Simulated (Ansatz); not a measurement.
In doubt: masses and optical values from hybrid runs of this build are listed as unsure, which bears on the screening that GW takes from such a start.

Rows from a G0W0 calculation on SnSeS (2H monolayer (Janus)) (Ansatz 0.2.0; G0W0 on HSE06, plane waves, PAW; PAW set soft_1; 3×3×1 mesh, 389 empty bands, screening to 63 eV, PAW set soft_1 files), in eV. Spin-orbit coupling is left out.

| row | k | band | start | Σx | Σc at the solution | Vxc |
| --- | --- | --- | --- | --- | --- | --- |
| A | Γ | c2 | -1.321 | -6.590 | -3.727 | -10.507 |
| B | Γ | v1 | -6.167 | -18.031 | 1.928 | -16.197 |
| C | Γ | c1 | -4.783 | -10.282 | -3.301 | -13.922 |

Question: Work out each quasiparticle level and how far it moved.

The quasiparticle equation reads E = start + Σx + Σc(E) − Vxc.

| row | E (eV) | shift (eV) |
| --- | --- | --- |
| A | -1.131 | +0.190 |
| B | -6.073 | +0.094 |
| C | -4.444 | +0.339 |

Limits: not at the basis limit; coarse mesh for a sheet; no spin-orbit coupling.

[Runs of the session that timed out or met a known fault of the program may be left out.]

[Cells called generated may have been cut or substituted from an entry of the Crystallography Open Database or the Materials Project.]

[Hosts, paths, dates, database ids (printed as entryN), source tags and the programs' standing remarks are cut or masked in the printed files.]
